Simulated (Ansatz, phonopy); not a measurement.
# Quasi-harmonic thermodynamics of SiC (Moissanite 3C, F-43m), part 3 of 3

Aim: the lattice, expansion, heat capacity and bulk modulus of SiC (Moissanite 3C) as it warms.

Ansatz 0.2.0; DFT RPBE, scalar-relativistic, plane waves, PAW.

So far, principal linear expansion coefficients at 298 K (× 1e-6/K): step 5 (phonons on strained cells, q-mesh 2×2×2) 2.53. Also isothermal bulk modulus at 300 K (GPa): step 6 (free-energy fit) 200. The relaxed cell has a = 4.402 Å (conventional setting).

## (7) Phonons on strained cells, q-mesh 4×4×4

The study relaxes the crystal at several strains, solves the phonons on some of them and minimises the free energy at each temperature (static energy, vibrations, the electrons in a metal, and PV under a set pressure); the q-mesh sets how far the force constants reach.

This step: DFT RPBE, scalar-relativistic, plane waves, PAW (Ansatz 0.2.0).

input.yaml

```yaml
crystal:
  lattice:
    - [0.0, 2.2008869818, 2.2008869818]
    - [2.2008869818, 0.0, 2.2008869818]
    - [2.2008869818, 2.2008869818, 0.0]
  atoms:
    - { symbol: Si, position: [0.0, 0.0, 0.0] }
    - { symbol: C, position: [0.25, 0.25, 0.25] }
kpoints:
  mp_grid: { grid: [12, 12, 12] }
hamiltonian:
  xc: rpbe
scf:
  occupations: { method: fixed }
output:
  eigenvalues: true
phonons:
  method: dfpt
  qmesh: [4, 4, 4]
  temperatures: { t_max: 1200.0, t_step: 50 }
  thermal_expansion: {}
```

The run is started by

```
ansatz run input.yaml --threads 2 --pin off --max-ram 5120MiB --backend cpu --events-out ev --progress --plain --runs-dir out
```

Numbers of over 12 decimals in the logs are rounded to 6 here.

The program printed:

```text
[...]
Crystal: 2 atoms, lattice volume = 21.322 Å³
Basis set: ecut = 487.2 eV, 531 PW (Γ), exchange–correlation on 48×48×48 points (8 copies of the dense FFT grid, shifted against one another)
Bands: 8, of which v1, the nominal top of the filled ones, is band 4 counted from 1 (3 counted from 0)
Symmetry: 24 space group operations
[...]
k-points: 72 of 1728 (time reversal used)
[...]
SCF iter   1: F=—  HF=-891.485220 eV  |F-HF|=—  |Δ(HF+E_count)|=         —  Δρ=3.36e-3  dr2=1.57e-3  ethr=1.77e-3  ⟨swp⟩=4.7  Hψ=4076  notcnv=0  defer=127
[...]
SCF iter   7: F=-891.484902 eV  HF=-891.484902 eV  |F-HF|=3.41e-13  |Δ(HF+E_count)|=  4.70e-10  Δρ=1.07e-7  dr2=2.44e-12  ethr=1.00e-12  ⟨swp⟩=7.1  Hψ=3297  notcnv=0
SCF 1 converged in 7 iterations: F = -891.484902 eV  dr2 = 2.44e-12
[...]
relax step   1: F+E_penalty+E_count = -891.48490166 eV  Δ(F+E_penalty+E_count) = +0.000e0 eV  max|allowed force component| = 4.071e-16 eV/Å  Δτ_max = 0.0000 Å  (7 SCF iters, accepted)
SCF converged after 7 iterations
Free energy (F): -891.484902 eV
[...]
Internal energy: -891.484902 eV  (E = F + TS)
E sigma→0 (E₀):  -891.484902 eV
Fermi energy:    9.208023 eV
[...]
--- Stress (GPa, compression-positive) ---
       -0.003358       0.000000      -0.000000
       -0.000000      -0.003358       0.000000
       -0.000000       0.000000      -0.003358
  P = ⅓ Tr σ = -0.0034 GPa (-0.034 kbar)
--- Band table (eV; the first three rows and the last of 72) ---
[...]
── thermal expansion: 3 new cells, 3 in all ──
thermal expansion: relaxation of cell 2
thermal expansion: relaxation of cell 3
── thermal expansion: 2 new cells, 5 in all ──
thermal expansion: relaxation of cell 4
thermal expansion: lower-state search of cell 4
thermal expansion: phonons of cell 4
thermal expansion: relaxation of cell 5
thermal expansion: phonons of cell 5
── thermal expansion: 6 new cells, 11 in all ──
thermal expansion: relaxation of cell 6
thermal expansion: relaxation of cell 7
thermal expansion: relaxation of cell 8
thermal expansion: relaxation of cell 9
thermal expansion: relaxation of cell 10
thermal expansion: relaxation of cell 11
thermal expansion: phonons of cell 6
thermal expansion: phonons of cell 7
thermal expansion: phonons of cell 8
--- Relaxed structure (1 steps of the walk, 1 accepted, 0 SCFs on fresh bases) ---
  F+E_penalty+E_count = -891.48490166 eV   max|allowed force component| = 4.071e-16 eV/Å
  atoms:
    - { symbol: Si, position: [0.0, 0.0, 0.0] }
    - { symbol: C, position: [0.25, 0.25, 0.25] }
--- Thermal expansion: 11 cells in 3 rounds, 0 GPa ---
  no lower state was reached at cell 4
  without vibrations: a 3.11251, b 3.11251, c 3.11251 Å, V 21.3214 Å³, B 205.59 GPa
  at 0 K: a 3.12105, b 3.12105, c 3.12105 Å, V 21.4976 Å³, B 201.34 GPa
  zero-point expansion: a +0.275, b +0.275, c +0.275, V +0.826 %
[...]
0.00    3.12105    3.12105    3.12105    21.4976 |    0.00    0.00    0.00    0.00 |    2.89 |     0.000     0.000 |   201.34   201.34
   150.00    3.12114    3.12114    3.12114    21.4994 |    0.73    0.73    0.73    2.18 |    5.23 |    10.971    10.969 |   201.18   201.21
   298.15    3.12195    3.12195    3.12195    21.5161 |    2.74    2.74    2.74    8.23 |       - |    27.999    27.947 |   200.07   200.45
   400.00    3.12299    3.12299    3.12299    21.5377 |    3.75    3.75    3.75   11.26 |    9.85 |    35.250    35.119 |   198.91   199.65
   550.00    3.12498    3.12498    3.12498    21.5788 |    4.64    4.64    4.64   13.93 |   11.58 |    41.293    41.020 |   196.96   198.28
   700.00    3.12729    3.12729    3.12729    21.6266 |    5.15    5.15    5.15   15.45 |   12.79 |    44.522    44.098 |   194.89   196.77
   850.00    3.12979    3.12979    3.12979    21.6785 |    5.47    5.47    5.47   16.42 |   13.68 |    46.428    45.852 |   192.76   195.18
  1000.00    3.13241    3.13241    3.13241    21.7331 |    5.70    5.70    5.70   17.11 |   14.37 |    47.661    46.931 |   190.59   193.56
  1150.00    3.13514    3.13514    3.13514    21.7899 |    5.88    5.88    5.88   17.64 |   14.94 |    48.521    47.636 |   188.39   191.89
  1200.00    3.13606    3.13606    3.13606    21.8092 |    5.93    5.93    5.93   17.80 |   15.11 |    48.755    47.817 |   187.66   191.34
[...]
vibrations' free energy: its fit leaves 0.0000 meV an atom at the most
  the electrons' free energy at temperature is not in it: every band gap is over 1.24 eV
  free energies summed between the sampled wave vectors
[...]
band gaps on the cells' k-points are 1.371 to 1.442 eV
```

It took 13 min on 2 threads of Arm Neoverse V2, shared host; peak memory 1.1 GiB; 25 min of CPU time.

Numbers from this step:

| Item | Value |
| --- | --- |
| volume expansion coefficient at 298 K | 8.231 1e-6/K |
| C_P at 298 K | 14 J/mol-atom/K |
| entropy at 298 K | 8.880 J/mol-atom/K |
| isothermal bulk modulus at 298 K | 200.1 GPa |
| Grüneisen parameter at 298 K | 0.7635 |
| volume at 298 K | 10.76 Å³/atom |
| principal linear expansion coefficients at 298 K | 2.744, 2.744, 2.744 1e-6/K |

Strained cells of the study; zero-point energy where phonons were solved; the pressures are stresses at a fixed cutoff and can carry an offset from the finite basis. Expansion cells, by row:

| cell | \|a\| (Å) | \|b\| (Å) | \|c\| (Å) | V (Å³/atom) | E - E_lowest (meV/atom) | pressure (GPa) | gap (eV) | zero-point energy (meV/atom) |
| --- | --- | --- | --- | --- | --- | --- | --- | --- |
| 1 | 3.113 | 3.113 | 3.113 | 10.66 | 0 | -0.009 | 1.399 | - |
| 2 | 3.137 | 3.137 | 3.137 | 10.92 | 3.853 | -4.695 | 1.421 | - |
| 3 | 3.088 | 3.088 | 3.088 | 10.41 | 3.964 | 5.142 | 1.376 | - |
| 4 | 3.113 | 3.113 | 3.113 | 10.66 | 0 | -0.044 | 1.399 | 106.9 |
| 5 | 3.128 | 3.128 | 3.128 | 10.82 | 1.555 | -3.028 | 1.413 | 105.2 |
| 6 | 3.123 | 3.123 | 3.123 | 10.77 | 0.748 | -2.119 | 1.409 | 105.7 |
| 7 | 3.134 | 3.134 | 3.134 | 10.88 | 2.92 | -4.11 | 1.419 | 104.6 |
| 8 | 3.145 | 3.145 | 3.145 | 11 | 6.487 | -6.018 | 1.428 | 103.5 |
| 9 | 3.082 | 3.082 | 3.082 | 10.35 | 6.168 | 6.477 | 1.371 | - |
| 10 | 3.097 | 3.097 | 3.097 | 10.5 | 1.508 | 3.122 | 1.385 | - |
| 11 | 3.161 | 3.161 | 3.161 | 11.17 | 14.39 | -8.731 | 1.442 | - |

Quasi-harmonic; a, b, c are the run's own cell vectors. Expansion, by row:

| T (K) | a (Å) | b (Å) | c (Å) | alpha (deg) | beta (deg) | gamma (deg) | cell volume (Å³/cell) | alpha_a (1e-6/K) | alpha_b (1e-6/K) | alpha_c (1e-6/K) | alpha_V (1e-6/K) | C_P (J/mol-atom/K) | C_V (J/mol-atom/K) | S (J/mol-atom/K) | B_T (GPa) | B_S (GPa) | Grueneisen | extrapolation | fit error (1e-6/K) |
| --- | --- | --- | --- | --- | --- | --- | --- | --- | --- | --- | --- | --- | --- | --- | --- | --- | --- | --- | --- |
| 0 | 3.121 | 3.121 | 3.121 | 60 | 60 | 60 | 21.5 | 0 | 0 | 0 | 0 | 0 | 0 | 0 | 201.3 | 201.3 | - | 0 | 0 |
| 50 | 3.121 | 3.121 | 3.121 | 60 | 60 | 60 | 21.5 | 0.02 | 0.02 | 0.02 | 0.07 | 0.276 | 0.276 | 0.079 | 201.3 | 201.3 | 0.337 | 0 | 0 |
| 100 | 3.121 | 3.121 | 3.121 | 60 | 60 | 60 | 21.5 | 0.24 | 0.24 | 0.24 | 0.72 | 2.361 | 2.361 | 0.8 | 201.3 | 201.3 | 0.395 | 0 | 0 |
| 150 | 3.121 | 3.121 | 3.121 | 60 | 60 | 60 | 21.5 | 0.73 | 0.73 | 0.73 | 2.18 | 5.485 | 5.485 | 2.335 | 201.2 | 201.2 | 0.517 | 0 | 0 |
| 200 | 3.121 | 3.121 | 3.121 | 60 | 60 | 60 | 21.5 | 1.4 | 1.4 | 1.4 | 4.21 | 8.704 | 8.7 | 4.358 | 200.9 | 201 | 0.63 | 0 | 0 |
| 250 | 3.122 | 3.122 | 3.122 | 60 | 60 | 60 | 21.51 | 2.12 | 2.12 | 2.12 | 6.36 | 11.63 | 11.62 | 6.622 | 200.5 | 200.8 | 0.711 | 0 | 0 |
| 298.1 | 3.122 | 3.122 | 3.122 | 60 | 60 | 60 | 21.52 | 2.74 | 2.74 | 2.74 | 8.23 | 14 | 13.97 | 8.879 | 200.1 | 200.4 | 0.763 | 0 | 0 |
| 300 | 3.122 | 3.122 | 3.122 | 60 | 60 | 60 | 21.52 | 2.77 | 2.77 | 2.77 | 8.3 | 14.08 | 14.05 | 8.966 | 200.1 | 200.4 | 0.765 | 0 | 0 |
| 350 | 3.122 | 3.122 | 3.122 | 60 | 60 | 60 | 21.53 | 3.31 | 3.31 | 3.31 | 9.93 | 16.06 | 16.01 | 11.29 | 199.5 | 200.1 | 0.802 | 0 | 0.01 |
| 400 | 3.123 | 3.123 | 3.123 | 60 | 60 | 60 | 21.54 | 3.75 | 3.75 | 3.75 | 11.26 | 17.62 | 17.56 | 13.54 | 198.9 | 199.7 | 0.827 | 0 | 0.01 |
| 450 | 3.124 | 3.124 | 3.124 | 60 | 60 | 60 | 21.55 | 4.11 | 4.11 | 4.11 | 12.34 | 18.86 | 18.78 | 15.69 | 198.3 | 199.2 | 0.845 | 0 | 0.01 |
| 500 | 3.124 | 3.124 | 3.124 | 60 | 60 | 60 | 21.56 | 4.4 | 4.4 | 4.4 | 13.21 | 19.85 | 19.74 | 17.73 | 197.6 | 198.8 | 0.859 | 0 | 0.01 |
| 550 | 3.125 | 3.125 | 3.125 | 60 | 60 | 60 | 21.58 | 4.64 | 4.64 | 4.64 | 13.93 | 20.65 | 20.51 | 19.66 | 197 | 198.3 | 0.869 | 0 | 0.01 |
| 600 | 3.126 | 3.126 | 3.126 | 60 | 60 | 60 | 21.59 | 4.84 | 4.84 | 4.84 | 14.52 | 21.29 | 21.13 | 21.49 | 196.3 | 197.8 | 0.877 | 0 | 0.01 |
| 650 | 3.126 | 3.126 | 3.126 | 60 | 60 | 60 | 21.61 | 5.01 | 5.01 | 5.01 | 15.02 | 21.82 | 21.63 | 23.21 | 195.6 | 197.3 | 0.884 | 0 | 0.01 |
| 700 | 3.127 | 3.127 | 3.127 | 60 | 60 | 60 | 21.63 | 5.15 | 5.15 | 5.15 | 15.45 | 22.26 | 22.05 | 24.85 | 194.9 | 196.8 | 0.889 | 0 | 0.01 |
| 750 | 3.128 | 3.128 | 3.128 | 60 | 60 | 60 | 21.64 | 5.27 | 5.27 | 5.27 | 15.82 | 22.63 | 22.39 | 26.4 | 194.2 | 196.2 | 0.894 | 0 | 0.01 |
| 800 | 3.129 | 3.129 | 3.129 | 60 | 60 | 60 | 21.66 | 5.38 | 5.38 | 5.38 | 16.14 | 22.95 | 22.68 | 27.87 | 193.5 | 195.7 | 0.898 | 0 | 0.01 |
| 850 | 3.13 | 3.13 | 3.13 | 60 | 60 | 60 | 21.68 | 5.47 | 5.47 | 5.47 | 16.42 | 23.21 | 22.93 | 29.27 | 192.8 | 195.2 | 0.901 | 0 | 0 |
| 900 | 3.131 | 3.131 | 3.131 | 60 | 60 | 60 | 21.7 | 5.56 | 5.56 | 5.56 | 16.67 | 23.45 | 23.13 | 30.6 | 192 | 194.7 | 0.904 | 0 | 0 |
| 950 | 3.132 | 3.132 | 3.132 | 60 | 60 | 60 | 21.71 | 5.63 | 5.63 | 5.63 | 16.9 | 23.65 | 23.31 | 31.87 | 191.3 | 194.1 | 0.907 | 0 | 0.01 |
| 1000 | 3.132 | 3.132 | 3.132 | 60 | 60 | 60 | 21.73 | 5.7 | 5.7 | 5.7 | 17.11 | 23.83 | 23.46 | 33.09 | 190.6 | 193.6 | 0.909 | 0 | 0.01 |
| 1050 | 3.133 | 3.133 | 3.133 | 60 | 60 | 60 | 21.75 | 5.77 | 5.77 | 5.77 | 17.3 | 23.99 | 23.6 | 34.26 | 189.9 | 193 | 0.912 | 0 | 0.01 |
| 1100 | 3.134 | 3.134 | 3.134 | 60 | 60 | 60 | 21.77 | 5.83 | 5.83 | 5.83 | 17.48 | 24.13 | 23.72 | 35.38 | 189.1 | 192.4 | 0.914 | 0 | 0.01 |
| 1150 | 3.135 | 3.135 | 3.135 | 60 | 60 | 60 | 21.79 | 5.88 | 5.88 | 5.88 | 17.64 | 24.26 | 23.82 | 36.45 | 188.4 | 191.9 | 0.916 | 0 | 0.02 |
| 1200 | 3.136 | 3.136 | 3.136 | 60 | 60 | 60 | 21.81 | 5.93 | 5.93 | 5.93 | 17.8 | 24.38 | 23.91 | 37.49 | 187.7 | 191.3 | 0.918 | 0 | 0.02 |

Table of expansion coefficient by temperature; values in 1e-6/K:

| temperature (K) | volume | principal 1 |
| --- | --- | --- |
| 0 | 0 | 0 |
| 50 | 0.07 | 0.02 |
| 100 | 0.72 | 0.24 |
| 150 | 2.18 | 0.73 |
| 200 | 4.21 | 1.4 |
| 250 | 6.36 | 2.12 |
| 298 | 8.23 | 2.74 |
| 300 | 8.3 | 2.77 |
| 350 | 9.93 | 3.31 |
| 400 | 11.3 | 3.75 |
| 450 | 12.3 | 4.11 |
| 500 | 13.2 | 4.4 |
| 550 | 13.9 | 4.64 |
| 600 | 14.5 | 4.84 |
| 650 | 15.0 | 5.01 |
| 700 | 15.4 | 5.15 |
| 750 | 15.8 | 5.27 |
| 800 | 16.1 | 5.38 |
| 850 | 16.4 | 5.47 |
| 900 | 16.7 | 5.56 |
| 950 | 16.9 | 5.63 |
| 1000 | 17.1 | 5.7 |
| 1050 | 17.3 | 5.77 |
| 1100 | 17.5 | 5.83 |
| 1150 | 17.6 | 5.88 |
| 1200 | 17.8 | 5.93 |

Changing the q-mesh (2×2×2 → 4×4×4) takes the volume expansion at 298 K from 7.59 to 8.23 × 10⁻⁶/K and B_T from 200 to 200 GPa.

## (8) Quasi-harmonic fit by phonopy

This step: DFT RPBE, scalar-relativistic, plane waves, PAW (phonopy 4.10.0).

Numbers from this step:

```
volume expansion coefficient at 300 K : 8.24 1e-6/K
isothermal bulk modulus at 300 K      : 200.1 GPa
C_P at 300 K                          : 14.04 J/mol-atom/K
Grüneisen parameter at 300 K          : 0.76
```

The energy (each curve on its own zero) by volume; values in meV/atom:

| volume (Å³/atom) | static | F at 0 K | F at 300 K | F at 1200 K |
| --- | --- | --- | --- | --- |
| 10.663 | 0 | 1.71 | 1.9 | 4.6 |
| 10.773 | 0.75 | 1.31 | 1.37 | 2.28 |
| 10.823 | 1.55 | 1.6 | 1.6 | 1.69 |
| 10.885 | 2.92 | 2.33 | 2.27 | 1.35 |
| 10.998 | 6.49 | 4.76 | 4.56 | 1.79 |

Phonopy-qha, vinet fit of F(V) at each temperature. Qha vinet, by row:

| T (K) | fitted volume (Å³/atom) | alpha_V (1e-6/K) | B_T (GPa) | C_P (J/mol-atom/K) | Grueneisen |
| --- | --- | --- | --- | --- | --- |
| 100 | 10.75 | 0.85 | 201.4 | 2.304 | 0.4711 |
| 150 | 10.75 | 2.27 | 201.2 | 5.411 | 0.5398 |
| 200 | 10.75 | 4.23 | 201 | 8.639 | 0.6323 |
| 250 | 10.75 | 6.32 | 200.6 | 11.57 | 0.7069 |
| 300 | 10.76 | 8.24 | 200.1 | 14.04 | 0.7603 |
| 350 | 10.76 | 9.88 | 199.6 | 16.04 | 0.7976 |
| 400 | 10.77 | 11.21 | 199 | 17.61 | 0.8239 |
| 450 | 10.78 | 12.3 | 198.3 | 18.86 | 0.8429 |
| 500 | 10.78 | 13.18 | 197.7 | 19.86 | 0.8571 |
| 550 | 10.79 | 13.91 | 197 | 20.65 | 0.8679 |
| 600 | 10.8 | 14.51 | 196.3 | 21.3 | 0.8764 |
| 650 | 10.81 | 15.01 | 195.6 | 21.83 | 0.8832 |
| 700 | 10.81 | 15.44 | 194.9 | 22.27 | 0.8888 |
| 750 | 10.82 | 15.81 | 194.2 | 22.64 | 0.8935 |
| 800 | 10.83 | 16.13 | 193.5 | 22.95 | 0.8975 |
| 850 | 10.84 | 16.42 | 192.8 | 23.22 | 0.901 |
| 900 | 10.85 | 16.67 | 192 | 23.45 | 0.904 |
| 950 | 10.86 | 16.9 | 191.3 | 23.66 | 0.9068 |
| 1000 | 10.87 | 17.11 | 190.6 | 23.84 | 0.9093 |
| 1050 | 10.88 | 17.3 | 189.8 | 24 | 0.9116 |
| 1100 | 10.89 | 17.48 | 189.1 | 24.14 | 0.9137 |

Volume expansion coefficient against temperature; values in 1e-6/K:

| temperature (K) | phonopy-qha, Vinet | Ansatz's own study |
| --- | --- | --- |
| 100 | 0.85 | 0.72 |
| 150 | 2.27 | 2.18 |
| 200 | 4.23 | 4.21 |
| 250 | 6.32 | 6.36 |
| 300 | 8.24 | 8.3 |
| 350 | 9.88 | 9.93 |
| 400 | 11.2 | 11.3 |
| 450 | 12.3 | 12.3 |
| 500 | 13.2 | 13.2 |
| 550 | 13.9 | 13.9 |
| 600 | 14.5 | 14.5 |
| 650 | 15.0 | 15.0 |
| 700 | 15.4 | 15.4 |
| 750 | 15.8 | 15.8 |
| 800 | 16.1 | 16.1 |
| 850 | 16.4 | 16.4 |
| 900 | 16.7 | 16.7 |
| 950 | 16.9 | 16.9 |
| 1000 | 17.1 | 17.1 |
| 1050 | 17.3 | 17.3 |
| 1100 | 17.5 | 17.5 |

The fit gives a volume expansion of 8.24 × 10⁻⁶/K at 300 K, against 8.23 at 298 K from the study itself, whose static fit uses more cells.

## (9) Summary of results

* settings of these figures: RPBE, 487.2 eV, k 12×12×12, q 4×4×4
* volume expansion coefficient at 298 K: 8.231 1e-6/K
* C_P at 298 K: 14 J/mol-atom/K
* entropy at 298 K: 8.880 J/mol-atom/K
* isothermal bulk modulus at 298 K: 200.1 GPa
* Grüneisen parameter at 298 K: 0.7635
* volume at 298 K: 10.76 Å³/atom
* principal linear expansion coefficients at 298 K: 2.744, 2.744, 2.744 1e-6/K

**Reading.** Near room temperature SiC (Moissanite 3C) expands by 8.23 × 10⁻⁶/K in volume by RPBE, with C_P = 14 J/(mol K) per mole of atoms and B_T = 200 GPa. C_P at room temperature is 56 % of the classical 3R an atom, so the stiffest modes are still partly frozen out. Changing the q-mesh moves the volume expansion at 298 K between 7.59 and 8.23 × 10⁻⁶/K, while the CPU time spans a factor of 5.4. The interpolation has no quadrupole term, so branches near the zone centre are less sure, since this crystal has sites that are not centres of inversion. The PAW files were made for PBE and are used here under another functional, for which the program regenerates the frozen cores.

[Logs are printed without paths, hosts, clocks, repeated set-up lines and the standing remarks that a program may print on its own settings, such as how far it seeks lower states.]

[Hosts, paths, dates, database ids (printed as entryN), source tags and the programs' standing remarks are cut or masked in the printed files.]

[A step with changed settings may run another functional than the one named; its input shows which.]
